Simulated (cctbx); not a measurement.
# ZrNiB4: precision against data quality

Space group I4/mmm (no. 139), a = 7.2320 Å, b = 7.2320 Å, c = 8.1430 Å, α = 90.00°, β = 90.00°, γ = 90.00°.

```
atom  mult.       x       y       z  Ueq (Å²)
 Zr1      4     1/2       0     1/4    0.0127
 Zr2      4       0       0  0.1987    0.0199
 Ni1      8  0.2675     1/2       0    0.0162
  B1     16  0.2330  0.7670  0.6550    0.0143
  B2     16  0.2305  0.3998     1/2    0.0232
```

This is a model crystal, built by substitution and not relaxed, with assumed displacement parameters.

Five simulated data sets (cctbx; Ag Kα, λ = 0.56087 Å; 2 % proportional error) differ in resolution or exposure (noise floor 2 counts in the first three, 8 in the last two). Each is refined with the right model, isotropic at 1.1 Å and anisotropic otherwise. How do the figures of merit and the uncertainties move?

```
d min (Å)  top counts  ⟨I/σ⟩ (unmerged, absences included)  unique  param. (scale apart)   Rint      R1  GooF  largest s.u. xyz (fractional)  s.u. U of B1 (Å²)  largest error (Å)
      1.1       20000                                 11.4      63                    11  0.020  0.0165  3.17                        0.00219             0.0031             0.0167
     0.84       20000                                  9.7     134                    21  0.025  0.0066  0.93                        0.00036             0.0007             0.0029
      0.6       20000                                  7.2     330                    21  0.029  0.0089  0.99                        0.00027             0.0003             0.0020
     0.75         300                                  0.6     183                    21  0.422  0.0735  0.92                        0.00640             0.0069             0.0785
     0.75        3000                                  3.2     183                    21  0.078  0.0214  0.92                        0.00108             0.0015             0.0189
```

GooF reaches 3.17 where the model lacks something that the data hold (anisotropy at the isotropic level, for one). The s.u. of U for B1 goes 0.0031, 0.0007, 0.0003 Å² with resolution and 0.0069, 0.0015 Å² with exposure.

The 1.1 Å row also differs in its displacement model, so it isn't a clean test of resolution.

Hardware for the 0.6 Å refinement: 0.46 s on 1 thread of Arm Neoverse V2, with other jobs on the host, peak memory 0.09 GiB.

[Logs are printed without paths, hosts, clocks, repeated set-up lines and the standing remarks that a program may print on its own settings, such as how far it seeks lower states.]
